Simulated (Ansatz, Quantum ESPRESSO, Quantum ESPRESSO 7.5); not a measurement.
# MgS(001): dielectric constant from slabs in a field

Aim: the dielectric constant along the normal from slabs of two thicknesses in a field, starting with MgS(001), 5 layers.

Calculated with Quantum ESPRESSO 7.5; plane-wave DFT, PBE, GBRV ultrasoft pseudopotentials (geometry by Ansatz 0.2.0 with PAW datasets; geometry under PBE).

## Step 1: The starting structure

The cell holds 10 atoms: 5 Mg and 5 S. Cell: a = 3.698 Å, b = 3.698 Å, c = 26.460 Å, α = 90.0°, β = 90.0°, γ = 90.0°. It derives from MgS. Vacuum lies along c.

## Step 2: Geometry from Ansatz, 5 layers

A relaxation in Ansatz fixes the structure of this slab for the runs on it.

input.yaml reads:

```yaml
crystal:
  lattice:
    - [3.6981684656, 0.0, 0.0]
    - [0.0, 3.6981684656, 0.0]
    - [0.0, 0.0, 26.46]
  atoms:
    - { symbol: Mg, position: [0.0, 0.0, 0.3023431595] }
    - { symbol: S, position: [0.5, 0.5, 0.3023431595] }
    - { symbol: Mg, position: [0.5, 0.5, 0.4011715797] }
    - { symbol: S, position: [0.0, 0.0, 0.4011715797] }
    - { symbol: Mg, position: [0.0, 0.0, 0.5] }
    - { symbol: S, position: [0.5, 0.5, 0.5] }
    - { symbol: Mg, position: [0.5, 0.5, 0.5988284203] }
    - { symbol: S, position: [0.0, 0.0, 0.5988284203] }
    - { symbol: Mg, position: [0.0, 0.0, 0.6976568405] }
    - { symbol: S, position: [0.5, 0.5, 0.6976568405] }
kpoints:
  mp_grid: { grid: [6, 6, 1] }
hamiltonian:
  xc: pbe
scf:
  occupations: { method: fixed }
  convergence: { dr2_threshold: 1.0e-09 }
efield:
  axis: 3
  dipole_correction: true
  ramp_position: 0.97
  ramp_width: 0.04
relax:
  f_tol: 0.003
output:
  write_potential: true
  write_density: true
  volumetric_format: npy
```

Started as:

```bash
ansatz run input.yaml --threads 8 --pin off --max-ram 16384MiB --backend cpu --events-out ev --progress --plain --runs-dir out
```

Numbers of over 12 decimals in the logs are rounded to 6 here.

Output:

```text
Engine: ansatz 0.2.0, aarch64-unknown-linux-gnu
Pseudopotentials: kind: paw
Pseudopotential: Mg, paw, valence charge 10, recommended cutoff 420 eV (normal), Mg.paw.azcp
Pseudopotential: S, paw, valence charge 6, recommended cutoff 420 eV (normal), S.paw.azcp
Functional definition: PBE
  parameter kappa = 0.804
  parameter beta = 0.066725
  exchange = pbe_x(kappa = kappa, mu = beta*pi^2/3)
  correlation = pbe_c(beta = beta)
Crystal: 10 atoms, lattice volume = 361.879 Å³
Basis set: ecut = 420 eV, 7033 PW (Γ), exchange–correlation on 50×50×360 points (8 copies of the dense FFT grid, shifted against one another)
Bands: 50, of which v1, the nominal top of the filled ones, is band 40 counted from 1 (39 counted from 0)
Symmetry: 8 space group operations
k-points: 10 of 36
Non-local potential: Mg, projectors of the file, l = 0: 3, l = 1: 2, l = 2: 1
Non-local potential: S, projectors of the file, l = 0: 2, l = 1: 2, l = 2: 2
PAW form: soft (Blöchl's): semilocal exchange-correlation on the pseudo side does not see the compensation charge
PAW one-centre angular grid: Mg, 110 points (default); XC on 64 Gauss nodes
PAW one-centre angular grid: S, 110 points (default); XC on 64 Gauss nodes
Initial density: superposition of atomic densities (neutral atoms: chi_scale 0, normalization atom), corrected by the library's trained network
Initial wavefunctions: pseudopotential atomic-orbital guess
Functional: x = pbe(κ = 0.804, μ = 0.219515), c = pbe(β = 0.066725)
SCF iter   1: F=—  HF=-14142.927677 eV  |F-HF|=—  |Δ(HF+E_count)|=         —  Δρ=5.96e-4  dr2=3.82e-3  ethr=1.77e-3  p=0.001 e·Å  D=2.76e-4 V/Å  ΔV_dip=-0.01 eV  dr2_dipole=6.89e-7  V_vac-E_F(+/−)=4.85/4.86 eV  ⟨swp⟩=5.7  Hψ=1803  notcnv=0  defer=78
efield: sawtooth ramp at fractional position 0.9700 (set: `efield.ramp_position`, or a place that a band, a saddle search or an elastic batch's reference lends), width 0.0400; the density the first Hamiltonian is built on has a dipole p = 0.001 e·Å; the dipole correction subtracts the counter field D = 2.76e-4 V/Å, which shifts the + side's vacuum level by -0.01 eV against the − side's; the planar-averaged density in the ramp window peaks in size at 2.8e-5 e/Å³
preconditioner: auto → Resta (q_TF=auto, 2.122 Å⁻¹)  ε∞=2.6  [insulator: Δε(μ)=2.461 eV  Ē_g=9.615 eV  n_scr=60 (ndim 8)  ℏωp=12.3 eV  f_vac=0.469  ε∞_Penn≈2.6  vacuum switching on, ρ_ref=6.7e-3 e/Å³]
SCF iter   2: F=—  HF=-14142.928989 eV  |F-HF|=—  |Δ(HF+E_count)|=   1.31e-3  Δρ=3.33e-4  dr2=5.66e-4  ethr=4.78e-6  p=0.000 e·Å  D=4.19e-5 V/Å  ΔV_dip=-0.00 eV  dr2_dipole=2.21e-8  V_vac-E_F(+/−)=4.88/4.88 eV  ⟨swp⟩=3.2  Hψ=953  notcnv=0  defer=80
density mixer auto → msr1: gapped (density of states about μ 0.02 of a free-electron gas's, 60 screened modes)
SCF iter   3: F=—  HF=-14142.929153 eV  |F-HF|=—  |Δ(HF+E_count)|=   1.64e-4  Δρ=1.68e-4  dr2=1.21e-4  ethr=7.07e-7  p=0.000 e·Å  D=2.08e-5 V/Å  ΔV_dip=-0.00 eV  dr2_dipole=1.14e-9  V_vac-E_F(+/−)=4.86/4.87 eV  ⟨swp⟩=2.0  Hψ=639  notcnv=0  defer=80
SCF iter   4: F=—  HF=-14142.929273 eV  |F-HF|=—  |Δ(HF+E_count)|=   1.21e-4  Δρ=3.03e-5  dr2=5.33e-6  ethr=1.51e-7  p=-0.000 e·Å  D=-4.42e-6 V/Å  ΔV_dip=0.00 eV  dr2_dipole=9.01e-11  V_vac-E_F(+/−)=4.86/4.86 eV  ⟨swp⟩=2.1  Hψ=687  notcnv=0  defer=80
SCF iter   5: F=—  HF=-14142.929081 eV  |F-HF|=—  |Δ(HF+E_count)|=   1.92e-4  Δρ=1.01e-5  dr2=7.20e-7  ethr=6.66e-9  p=-0.000 e·Å  D=-3.26e-7 V/Å  ΔV_dip=0.00 eV  dr2_dipole=5.48e-11  V_vac-E_F(+/−)=4.86/4.86 eV  ⟨swp⟩=2.0  Hψ=683  notcnv=0  defer=78
SCF iter   6: F=—  HF=-14142.929082 eV  |F-HF|=—  |Δ(HF+E_count)|=   3.69e-7  Δρ=2.91e-6  dr2=3.09e-8  ethr=8.99e-10  p=-0.000 e·Å  D=-9.88e-8 V/Å  ΔV_dip=0.00 eV  dr2_dipole=8.61e-13  V_vac-E_F(+/−)=4.86/4.86 eV  ⟨swp⟩=2.0  Hψ=629  notcnv=0  defer=78
SCF iter   7: F=—  HF=-14142.929082 eV  |F-HF|=—  |Δ(HF+E_count)|=   1.13e-7  Δρ=6.93e-7  dr2=2.55e-9  ethr=3.86e-11  p=0.000 e·Å  D=8.04e-8 V/Å  ΔV_dip=-0.00 eV  dr2_dipole=2.73e-12  V_vac-E_F(+/−)=4.86/4.86 eV  ⟨swp⟩=2.0  Hψ=667  notcnv=0  defer=78
SCF iter   8: F=-14142.929082 eV  HF=-14142.929082 eV  |F-HF|=1.09e-11  |Δ(HF+E_count)|=  3.38e-10  Δρ=1.35e-7  dr2=8.12e-11  ethr=1.25e-12  p=0.000 e·Å  D=5.43e-7 V/Å  ΔV_dip=-0.00 eV  dr2_dipole=1.67e-12  V_vac-E_F(+/−)=4.86/4.86 eV  ⟨swp⟩=8.1  Hψ=2662  notcnv=0
SCF 1 converged in 8 iterations: F = -14142.929082 eV  dr2 = 8.12e-11
  greatest PAW one-centre occupation: 1.000 electrons in one spin orbital (limit 2), on the Mg atom at site 2 (counted from 0), in its partial waves of l = 0
relax step   1: F+E_penalty+E_count = -14142.92908189 eV  Δ(F+E_penalty+E_count) = +0.000e0 eV  max|allowed force component| = 6.452e-1 eV/Å  Δτ_max = 0.0000 Å  (8 SCF iters, accepted)
Initial density: handed on by an earlier stage of this run
Initial wavefunctions: those handed on with the density
iter 1 solved again at ethr=2.82e-4 eV; its pass at ethr=3.10e-3 eV (dr2=2.26e-1 eV) is discarded
SCF iter   1: F=—  HF=-14143.084589 eV  |F-HF|=—  |Δ(HF+E_count)|=         —  Δρ=2.66e-3  dr2=2.22e-1  ethr=2.82e-4  p=-0.000 e·Å  D=-1.36e-6 V/Å  ΔV_dip=0.00 eV  dr2_dipole=2.67e-11  V_vac-E_F(+/−)=4.89/4.89 eV  ⟨swp⟩=1.0  Hψ=1797  notcnv=0  defer=73
efield: sawtooth ramp at fractional position 0.9700 (set: `efield.ramp_position`, or a place that a band, a saddle search or an elastic batch's reference lends), width 0.0400; the density the first Hamiltonian is built on has a dipole p = -0.000 e·Å; the dipole correction subtracts the counter field D = -1.36e-6 V/Å, which shifts the + side's vacuum level by +0.00 eV against the − side's; the planar-averaged density in the ramp window peaks in size at 2.0e-6 e/Å³
preconditioner: auto → Resta (q_TF=auto, 2.122 Å⁻¹)  ε∞=2.6  [insulator: Δε(μ)=2.580 eV  Ē_g=9.652 eV  n_scr=60 (ndim 8)  ℏωp=12.3 eV  f_vac=0.473  ε∞_Penn≈2.6  vacuum switching on, ρ_ref=6.8e-3 e/Å³]
SCF iter   2: F=—  HF=-14143.045120 eV  |F-HF|=—  |Δ(HF+E_count)|=   3.95e-2  Δρ=1.47e-3  dr2=1.67e-2  ethr=2.78e-4  p=0.000 e·Å  D=5.76e-8 V/Å  ΔV_dip=-0.00 eV  dr2_dipole=7.64e-13  V_vac-E_F(+/−)=5.44/5.44 eV  ⟨swp⟩=3.2  Hψ=623  notcnv=0  defer=79  κ⁻¹=1.0e0(r=1)
density mixer auto → broyden: gapped, where msr1 would fit the directions that read negative (density of states about μ 0.01 of a free-electron gas's, 60 screened modes)
SCF iter   3: F=—  HF=-14143.043183 eV  |F-HF|=—  |Δ(HF+E_count)|=   1.94e-3  Δρ=7.50e-4  dr2=3.86e-3  ethr=2.09e-5  p=-0.000 e·Å  D=-1.14e-7 V/Å  ΔV_dip=0.00 eV  dr2_dipole=3.28e-12  V_vac-E_F(+/−)=5.52/5.52 eV  ⟨swp⟩=2.5  Hψ=713  notcnv=0  defer=80  κ⁻¹=3.3e-2(r=2)
[...]
SCF iter   4: F=—  HF=-14143.055959 eV  |F-HF|=—  |Δ(HF+E_count)|=   1.02e-5  Δρ=5.32e-5  dr2=1.15e-5  ethr=1.41e-7  p=-0.000 e·Å  D=-6.57e-7 V/Å  ΔV_dip=0.00 eV  dr2_dipole=4.61e-14  V_vac-E_F(+/−)=5.53/5.53 eV  ⟨swp⟩=2.0  Hψ=636  notcnv=0  defer=71  κ⁻¹=2.5e-3(r=3)
SCF iter   5: F=—  HF=-14143.055956 eV  |F-HF|=—  |Δ(HF+E_count)|=   3.12e-6  Δρ=1.92e-5  dr2=1.27e-6  ethr=1.44e-8  p=-0.000 e·Å  D=-6.26e-7 V/Å  ΔV_dip=0.00 eV  dr2_dipole=2.24e-14  V_vac-E_F(+/−)=5.53/5.53 eV  ⟨swp⟩=2.0  Hψ=655  notcnv=0  defer=64  κ⁻¹=6.7e-5(r=4)
SCF iter   6: F=—  HF=-14143.055767 eV  |F-HF|=—  |Δ(HF+E_count)|=   1.89e-4  Δρ=4.58e-6  dr2=9.24e-8  ethr=1.59e-9  p=-0.000 e·Å  D=-6.82e-7 V/Å  ΔV_dip=0.00 eV  dr2_dipole=9.48e-14  V_vac-E_F(+/−)=5.52/5.52 eV  ⟨swp⟩=2.0  Hψ=625  notcnv=0  defer=56  κ⁻¹=8.5e-6(r=5)
SCF iter   7: F=—  HF=-14143.055767 eV  |F-HF|=—  |Δ(HF+E_count)|=   7.50e-8  Δρ=1.47e-6  dr2=7.72e-9  ethr=1.16e-10  p=-0.000 e·Å  D=-5.93e-7 V/Å  ΔV_dip=0.00 eV  dr2_dipole=8.81e-14  V_vac-E_F(+/−)=5.52/5.52 eV  ⟨swp⟩=2.0  Hψ=647  notcnv=0  defer=56  κ⁻¹=2.3e-7(r=6)
SCF iter   8: F=-14143.055767 eV  HF=-14143.055767 eV  |F-HF|=4.91e-11  |Δ(HF+E_count)|=   4.80e-9  Δρ=2.89e-7  dr2=4.09e-10  ethr=1.25e-12  p=-0.000 e·Å  D=-7.13e-7 V/Å  ΔV_dip=0.00 eV  dr2_dipole=2.83e-13  V_vac-E_F(+/−)=5.52/5.52 eV  ⟨swp⟩=8.9  Hψ=2921  notcnv=0
SCF 3 converged in 8 iterations: F = -14143.055767 eV  dr2 = 4.09e-10
relax step   3: F+E_penalty+E_count = -14143.05576689 eV  Δ(F+E_penalty+E_count) = -1.186e-2 eV  max|allowed force component| = 2.306e-2 eV/Å  Δτ_max = 0.0355 Å  (8 SCF iters, accepted)
SCF iter   1: F=—  HF=-14143.056192 eV  |F-HF|=—  |Δ(HF+E_count)|=         —  Δρ=1.16e-4  dr2=1.03e-4  ethr=5.26e-6  p=-0.000 e·Å  D=-7.64e-7 V/Å  ΔV_dip=0.00 eV  dr2_dipole=1.53e-12  V_vac-E_F(+/−)=5.52/5.52 eV  ⟨swp⟩=3.8  Hψ=929  notcnv=0  defer=79
efield: sawtooth ramp at fractional position 0.9700 (set: `efield.ramp_position`, or a place that a band, a saddle search or an elastic batch's reference lends), width 0.0400; the density the first Hamiltonian is built on has a dipole p = -0.000 e·Å; the dipole correction subtracts the counter field D = -7.64e-7 V/Å, which shifts the + side's vacuum level by +0.00 eV against the − side's; the planar-averaged density in the ramp window peaks in size at 1.9e-6 e/Å³
preconditioner: auto → Resta (q_TF=auto, 2.122 Å⁻¹)  ε∞=2.6  [insulator: Δε(μ)=2.724 eV  Ē_g=9.722 eV  n_scr=60 (ndim 8)  ℏωp=12.3 eV  f_vac=0.470  ε∞_Penn≈2.6  vacuum switching on, ρ_ref=6.9e-3 e/Å³]
SCF iter   2: F=—  HF=-14143.056172 eV  |F-HF|=—  |Δ(HF+E_count)|=   1.99e-5  Δρ=5.36e-5  dr2=1.22e-5  ethr=1.29e-7  p=-0.000 e·Å  D=-5.14e-7 V/Å  ΔV_dip=0.00 eV  dr2_dipole=2.06e-13  V_vac-E_F(+/−)=5.52/5.52 eV  ⟨swp⟩=2.0  Hψ=745  notcnv=0  defer=76  κ⁻¹=1.0e0(r=1)
density mixer auto → broyden: gapped, where msr1 would fit the directions that read negative (density of states about μ 0.01 of a free-electron gas's, 60 screened modes)
SCF iter   3: F=—  HF=-14143.056171 eV  |F-HF|=—  |Δ(HF+E_count)|=   1.08e-6  Δρ=2.79e-5  dr2=2.94e-6  ethr=1.53e-8  p=-0.000 e·Å  D=-6.26e-7 V/Å  ΔV_dip=0.00 eV  dr2_dipole=9.31e-14  V_vac-E_F(+/−)=5.52/5.52 eV  ⟨swp⟩=2.1  Hψ=606  notcnv=0  defer=50  κ⁻¹=3.2e-2(r=2)
SCF iter   4: F=—  HF=-14143.055974 eV  |F-HF|=—  |Δ(HF+E_count)|=   1.97e-4  Δρ=5.08e-6  dr2=1.00e-7  ethr=3.67e-9  p=-0.000 e·Å  D=-5.20e-7 V/Å  ΔV_dip=0.00 eV  dr2_dipole=4.23e-13  V_vac-E_F(+/−)=5.52/5.52 eV  ⟨swp⟩=2.0  Hψ=665  notcnv=0  defer=34  κ⁻¹=1.3e-3(r=3)
SCF iter   5: F=—  HF=-14143.055974 eV  |F-HF|=—  |Δ(HF+E_count)|=   2.44e-8  Δρ=1.41e-6  dr2=8.75e-9  ethr=1.25e-10  p=-0.000 e·Å  D=-7.05e-7 V/Å  ΔV_dip=0.00 eV  dr2_dipole=3.39e-13  V_vac-E_F(+/−)=5.52/5.52 eV  ⟨swp⟩=2.0  Hψ=665  notcnv=0  defer=34  κ⁻¹=1.5e-4(r=4)
SCF iter   6: F=-14143.055974 eV  HF=-14143.055974 eV  |F-HF|=7.46e-10  |Δ(HF+E_count)|=   5.66e-9  Δρ=4.88e-7  dr2=6.24e-10  ethr=1.25e-12  p=-0.000 e·Å  D=-5.77e-7 V/Å  ΔV_dip=0.00 eV  dr2_dipole=3.44e-14  V_vac-E_F(+/−)=5.52/5.52 eV  ⟨swp⟩=8.4  Hψ=2810  notcnv=0
SCF 4 converged in 6 iterations: F = -14143.055974 eV  dr2 = 6.24e-10
relax step   4: F+E_penalty+E_count = -14143.05597423 eV  Δ(F+E_penalty+E_count) = -2.073e-4 eV  max|allowed force component| = 2.446e-3 eV/Å  Δτ_max = 0.0059 Å  (6 SCF iters, accepted)
NSCF: frozen V_eff on 10 k-points
the search or the solves at the SCF's close seem to have found levels that the self-consistency loop had missed (the run counts 1). By its estimate they hold under 1e-12 electrons; where the run keeps them, the occupations were computed again with them
SCF converged after 6 iterations
Stability not checked: this state was not tested for a lower state beside it, because the mixer in use, unlike msr1, does not test its closes by its own steps (another_mixer; see scf.mixing.algorithm and scf.lower_state_search)
Free energy (F): -14143.055974 eV
Harris-Foulkes:  -14143.055974 eV  (|F-HF|=7.46e-10)
Internal energy: -14143.055974 eV  (E = F + TS)
E sigma→0 (E₀):  -14143.055974 eV
Fermi energy:    0.246180 eV
Dipole field:    D = -0.000001 V/Å  (p = -0.000002 e·Å, saw-weighted, corrected)
Work function:   Φ+ = 5.5191 eV   Φ− = 5.5191 eV
Levels:          The Fermi level and band energies are counted from a zero that moves with the ramp; work functions are not
--- Per-component energies (eV) ---
  E_band       = -2140.820248
  E_kinetic    = 920.648389
  E_local      = -58048.705401  (includes V_loc(G=0)·N_el)
  E_nonlocal   = 616.986147
  E_hartree    = 27585.378923
  E_xc         = -635.855560
  E_vxc        = -631.257284  (∫ρ·V_xc dr)
  E_paw        = -4465.768339  (= ΣΔE_a)
  E_vpaw       = -169.250211  (= ΣTr[D̂ρ^β])
  E_aug_tail   = -0.000008  (compensation charges beyond the density's cutoff)
  E_efield     = 0.000000  (sawtooth field / dipole correction)
  E_vefield    = 0.000016  (∫n·V_field dr)
  E_ewald      = 19884.259875
  E_smearing   = -0.000000  (= −TS)
  E_closure    = 0.000000  (closes the sum)
  Σ components = -14143.055974   (vs F -14143.055974, Δ=0.00e0)
--- Forces (eV/Å), atoms counted from 1 ---
  atom   1  Mg    -0.00000000     0.00000000     0.00192114
  atom   2  S      0.00000000     0.00000000    -0.00087510
  atom   3  Mg    -0.00000000     0.00000000     0.00026501
  atom   4  S     -0.00000000     0.00000000    -0.00244450
  atom   5  Mg    -0.00000000     0.00000000    -0.00000081
  atom   6  S     -0.00000000     0.00000000     0.00000098
  atom   7  Mg     0.00000000     0.00000000    -0.00026636
  atom   8  S     -0.00000000     0.00000000     0.00244613
  atom   9  Mg    -0.00000000     0.00000000    -0.00192186
  atom  10  S      0.00000000     0.00000000     0.00087552
  max |Σ_I F_I| component: 1.47e-7 eV/Å
--- Band table (eV; the first three rows and the last of 10) ---
  k-point 0: bands = [... 36 lower, -0.0465, -0.0465, 0.2462, 0.2462, 3.3295, 3.5897, 3.7030, 4.4958, ... 6 higher]
  k-point 1: bands = [... 36 lower, -0.1024, -0.0046, 0.0907, 0.2345, 4.0093, 4.2084, 4.3101, 4.9293, ... 6 higher]
  k-point 2: bands = [... 36 lower, -0.1899, -0.1115, 0.0531, 0.1373, 4.6661, 4.8402, 5.0537, 5.3106, ... 6 higher]
  k-point 9: bands = [... 36 lower, -1.5115, -1.5115, -0.6912, -0.5740, 2.9677, 3.3003, 3.6389, 4.5813, ... 6 higher]
--- Relaxed structure (4 steps of the walk, 4 accepted, 0 SCFs on fresh bases) ---
  F+E_penalty+E_count = -14143.05597423 eV   max|allowed force component| = 2.446e-3 eV/Å
  atoms:
    - { symbol: Mg, position: [0, 0.0, 0.307062] }
    - { symbol: S, position: [0.5, 0.5, 0.299543] }
    - { symbol: Mg, position: [0.5, 0.5, 0.399245] }
    - { symbol: S, position: [0, 0.0, 0.402016] }
    - { symbol: Mg, position: [0, 0.0, 0.500000] }
    - { symbol: S, position: [0.5, 0.5, 0.500000] }
    - { symbol: Mg, position: [0.5, 0.5, 0.600755] }
    - { symbol: S, position: [0, 0.0, 0.597983] }
    - { symbol: Mg, position: [0, 0.0, 0.692938] }
    - { symbol: S, position: [0.5, 0.5, 0.700457] }
```

The job ended after 7.1 s (8 threads of Arm Neoverse V2, shared host; peak memory 0.94 GiB; 52 s of CPU time).

Relaxation path:

```csv
step,energy less that of the first step (eV),largest force component (eV/Å)
1,0.0000,0.6452
2,-0.1148,0.2073
3,-0.1267,0.0231
4,-0.1269,0.0024
```

The atoms that moved most (Å):

```csv
atom,dx,dy,dz,length
Mg1,0.000,0.000,0.125,0.125
Mg9,0.000,0.000,-0.125,0.125
S2,0.000,0.000,-0.074,0.074
S10,0.000,0.000,0.074,0.074
Mg7,0.000,0.000,0.051,0.051
Mg3,0.000,0.000,-0.051,0.051
S8,0.000,0.000,-0.022,0.022
S4,0.000,0.000,0.022,0.022
```

The relaxation lowers the energy by 13 meV an atom.

This step gave:

```
free energy                                                     : -14143.0560 eV
gap by band count                                               : 2.722 eV
symmetry operations                                             : 8
dipole along the normal                                         : -1.52e-6 e·Å
valence top, on the run's zero                                  : 0.2462 eV
vacuum level at the upper face over the valence top of the mesh : 5.519 eV
vacuum level at the lower face over the valence top of the mesh : 5.519 eV
```

(Continued in part 2 of 7.)

[Logs are printed without paths, hosts, clocks, repeated set-up lines and the standing remarks that a program may print on its own settings, such as how far it seeks lower states.]

[Hosts, paths, dates, database ids (printed as entryN), source tags and the programs' standing remarks are cut or masked in the printed files.]

[Maps of the electrostatic potential energy from Ansatz leave out the sawtooth potential of an applied field or a dipole correction, so their vacuum need not be flat; planar profiles and work functions include it.]
